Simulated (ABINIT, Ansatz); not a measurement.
## CsNbS3 (Pm-3m): zone-centre phonons

Aim: the zone-centre modes of CsNbS3 (Pm-3m).

Calculated with ABINIT 10.8.3; DFT PBEsol, scalar-relativistic, plane waves, PseudoDojo norm-conserving pseudopotentials.

The structure was built from a prototype and need not be the compound's stable phase.

## Step 1: Starting point

The structure is cubic, space group Pm-3m (No. 221). The conventional cell has a = 4.870 Å, b = 4.870 Å, c = 4.870 Å, α = 90.00°, β = 90.00°, γ = 90.00°. Cs has 12 S at 3.44 Å nearest. Nearest to Nb lie 6 S at 2.44 Å. S has 2 Nb at 2.44 Å and 4 Cs at 3.44 Å nearest. Farther neighbours and most contacts between anions are not listed.

## Step 2: Relaxing the cell and atoms

The harmonic expansion needs vanishing forces, and a free crystal bears no stress, so cell and atoms are brought to rest. Stress is more sensitive to the basis than forces are: the last 3 Ha under the cutoff are smoothed with ecutsm, and the cutoff is raised above that of the later runs.

The starting cell comes from a relaxation made beforehand in Ansatz (PBEsol, PseudoDojo NC).

relax.abi

```
# relaxation
ionmov 2
optcell 2
dilatmx 1.08
ntime 40
tolmxf 1.0d-05
tolvrs 1.0d-14
prtwf 0
prtden 0
chksymtnons 0

# basis, mesh and filling
ecut 46.0
ecutsm 3.0
ngkpt 6 6 6
nshiftk 1
shiftk 0.0 0.0 0.0
istwfk *1
occopt 6
tsmear 0.01
nband 29
nstep 100
diemac 1000000.0
prtebands 0
prtgsr 0
useylm 1

# cell and atoms
acell 9.203131292 9.203131292 9.203131292
rprim 
    1.0 0.0 0.0
    0.0 1.0 0.0
    0.0 0.0 1.0
ntypat 3
znucl 55 41 16
natom 5
typat 1 2 3 3 3
xred 
    0.0 0.0 0.0
    0.5 0.5 0.5
    0.5 0.5 0.0
    0.5 0.0 0.5
    0.0 0.5 0.5
pp_dirpath "./pseudo"
pseudos "Cs.upf, Nb.upf, S.upf"
```

The run is started by

```
OMP_NUM_THREADS=1 mpirun -n 4 abinit relax.abi > relax.log
```

Numbers of over 12 decimals in the logs are rounded to 6 here.

relax.abo, the main output file:

```text
[banners, grids, parts of the stress and lines that vanish by symmetry left out]
- input  file    -> relax.abi
- output file    -> relax.abo
- root for input  files -> relaxi
[...]
Symmetries : space group Pm -3 m (#221); Bravais cP (primitive cubic)
[...]
mpw =       14771          nfft =      262144          nkpt =          20
[...]
== DATASET  1 ==================================================================
[...]
cutoff_energies: {ecut:  46.0, pawecutdg:  -1.0, }
[...]
ETOT  1  -118.41355482547    -1.184E+02 5.434E-02 4.307E+03
 ETOT  2  -116.33974310754     2.074E+00 5.376E-02 2.626E+04
 ETOT  3  -118.81783572761    -2.478E+00 9.793E-03 5.161E+02
 ETOT  4  -118.84731333046    -2.948E-02 3.593E-03 1.598E+02
 ETOT  5  -118.85978012368    -1.247E-02 2.207E-03 6.981E+00
[...]
At SCF step   17       vres2   =  3.86E-16 < tolvrs=  1.00E-14 =>converged.
[...]
sigma(1 1)=  1.47193776E-07  sigma(3 2)=  0.00000000E+00
  sigma(2 2)=  1.47193776E-07  sigma(3 1)=  0.00000000E+00
  sigma(3 3)=  1.47193776E-07  sigma(2 1)=  0.00000000E+00
[...]
convergence: {deltae:  1.162E-11, res2:  3.857E-16, residm:  2.351E-04, diffor: null, }
etotal    :  -1.18860379E+02
[...]
ETOT  1  -118.86037944977    -1.189E+02 1.168E-04 4.124E-04
[...]
At SCF step   10       vres2   =  2.62E-16 < tolvrs=  1.00E-14 =>converged.
[...]
sigma(1 1)=  1.09664205E-07  sigma(3 2)=  0.00000000E+00
  sigma(2 2)=  1.09664205E-07  sigma(3 1)=  0.00000000E+00
  sigma(3 3)=  1.09664205E-07  sigma(2 1)=  0.00000000E+00
[...]
convergence: {deltae: -5.485E-12, res2:  2.617E-16, residm:  9.033E-06, diffor: null, }
etotal    :  -1.18860379E+02
[...]
ETOT  1  -118.86037923611    -1.189E+02 5.489E-06 3.522E-03
[...]
ETOT  9  -118.86037948000    -1.293E-12 2.275E-06 1.125E-13
 ETOT 10  -118.86037948000     2.956E-12 5.998E-07 2.501E-15
 At SCF step   10       vres2   =  2.50E-15 < tolvrs=  1.00E-14 =>converged.
[...]
sigma(1 1)= -5.42746664E-12  sigma(3 2)=  0.00000000E+00
  sigma(2 2)= -5.42747444E-12  sigma(3 1)=  0.00000000E+00
  sigma(3 3)= -5.42747357E-12  sigma(2 1)=  0.00000000E+00
[...]
convergence: {deltae:  2.956E-12, res2:  2.501E-15, residm:  5.998E-07, diffor: null, }
etotal    :  -1.18860379E+02
[...]
At Broyd/MD step   3, gradients are converged :
[...]
sigma(1 1)= -5.42746664E-12  sigma(3 2)=  0.00000000E+00
  sigma(2 2)= -5.42747444E-12  sigma(3 1)=  0.00000000E+00
  sigma(3 3)= -5.42747357E-12  sigma(2 1)=  0.00000000E+00
[...]
- sigma(1 1)= -1.59681581E-07  sigma(3 2)=  0.00000000E+00
- sigma(2 2)= -1.59681811E-07  sigma(3 1)=  0.00000000E+00
- sigma(3 3)= -1.59681786E-07  sigma(2 1)=  0.00000000E+00
[...]
fcart     -0.0000000000E+00 -0.0000000000E+00 -0.0000000000E+00
           strten     -5.4274666358E-12 -5.4274744421E-12 -5.4274735747E-12
================================================================================

[key lines of the parts left out:]
pressure_GPa:   1.5968E-07
Total energy (etotal) [Ha]= -1.18860379479998E+02
```

Run time: 8.4 min. Hardware: 4 MPI ranks of Intel Xeon at 2.70GHz, shared host.

Little changed from the start: no atom moved by 0.005 Å and no cell edge by 0.1 %.

Numbers from this step:

- volume per atom: 23.10 Å³
- pressure: 1.60e-7 GPa
- gap on the k-mesh: 0 eV

## Step 3: Self-consistent run for the response

The response is built on these wavefunctions, so the potential is converged far more tightly than an energy would need. Occupations are smeared.

gs.abi

```
# ground state
tolvrs 1.0d-16
prtden 1
prtwf 1

# basis, mesh and filling
ecut 37.0
ngkpt 6 6 6
nshiftk 1
shiftk 0.0 0.0 0.0
istwfk *1
occopt 6
tsmear 0.01
nband 29
nstep 100
diemac 1000000.0
prtebands 0
prtgsr 0
useylm 1

# cell and atoms
acell 9.202971908 9.202971908 9.202971908
rprim 
    1.0 0.0 0.0
    0.0 1.0 0.0
    0.0 0.0 1.0
ntypat 3
znucl 55 41 16
natom 5
typat 1 2 3 3 3
xred 
    0.0 0.0 0.0
    0.5 0.5 0.5
    0.5 0.5 0.0
    0.5 0.0 0.5
    0.0 0.5 0.5
pp_dirpath "./pseudo"
pseudos "Cs.upf, Nb.upf, S.upf"
```

The run is started by

```
OMP_NUM_THREADS=1 mpirun -n 4 abinit gs.abi > gs.log
```

gs.abo, the main output file:

```text
[banners, grids, parts of the stress and lines that vanish by symmetry left out]
- input  file    -> gs.abi
- output file    -> gs.abo
- root for input  files -> gsi
[...]
Symmetries : space group Pm -3 m (#221); Bravais cP (primitive cubic)
[...]
mpw =        8480          nfft =      157464          nkpt =          20
[...]
== DATASET  1 ==================================================================
[...]
cutoff_energies: {ecut:  37.0, pawecutdg:  -1.0, }
[...]
ETOT  1  -118.42337933338    -1.184E+02 5.341E-02 2.568E+03
 ETOT  2  -116.35319790152     2.070E+00 6.131E-02 1.567E+04
 ETOT  3  -118.81714107028    -2.464E+00 9.590E-03 3.154E+02
 ETOT  4  -118.84724599366    -3.010E-02 2.667E-03 9.565E+01
 ETOT  5  -118.85945042321    -1.220E-02 8.783E-03 5.325E+00
[...]
ETOT 17  -118.86020098888     4.633E-12 5.162E-04 5.534E-16
 ETOT 18  -118.86020098888    -3.553E-13 3.276E-04 7.435E-18
 At SCF step   18       vres2   =  7.43E-18 < tolvrs=  1.00E-16 =>converged.
[...]
sigma(1 1)=  3.18304869E-06  sigma(3 2)=  0.00000000E+00
  sigma(2 2)=  3.18304869E-06  sigma(3 1)=  0.00000000E+00
  sigma(3 3)=  3.18304869E-06  sigma(2 1)=  0.00000000E+00
[...]
convergence: {deltae: -3.553E-13, res2:  7.435E-18, residm:  3.276E-04, diffor: null, }
etotal    :  -1.18860201E+02
[...]
sigma(1 1)=  3.18304869E-06  sigma(3 2)=  0.00000000E+00
  sigma(2 2)=  3.18304869E-06  sigma(3 1)=  0.00000000E+00
  sigma(3 3)=  3.18304869E-06  sigma(2 1)=  0.00000000E+00
[...]
- sigma(1 1)=  9.36485258E-02  sigma(3 2)=  0.00000000E+00
- sigma(2 2)=  9.36485258E-02  sigma(3 1)=  0.00000000E+00
- sigma(3 3)=  9.36485258E-02  sigma(2 1)=  0.00000000E+00
[...]
fcart     -0.0000000000E+00 -0.0000000000E+00 -0.0000000000E+00
           strten      3.1830486939E-06  3.1830486939E-06  3.1830486939E-06
================================================================================

[key lines of the parts left out:]
pressure_GPa:  -9.3649E-02
```

The job ended after 2.8 min (4 MPI ranks; 11 min of CPU time).

This step gave:

```
pressure : -0.09365 GPa
```

The cell stands at -0.094 GPa, close enough for phonons.

[end of part 1 of 5]

[Host names and launcher messages were left out of these logs when they were recorded.]

[Logs are printed without paths, hosts, clocks, repeated set-up lines and the standing remarks that a program may print on its own settings, such as how far it seeks lower states.]

[Hosts, paths, dates, database ids (printed as entryN), source tags and the programs' standing remarks are cut or masked in the printed files.]
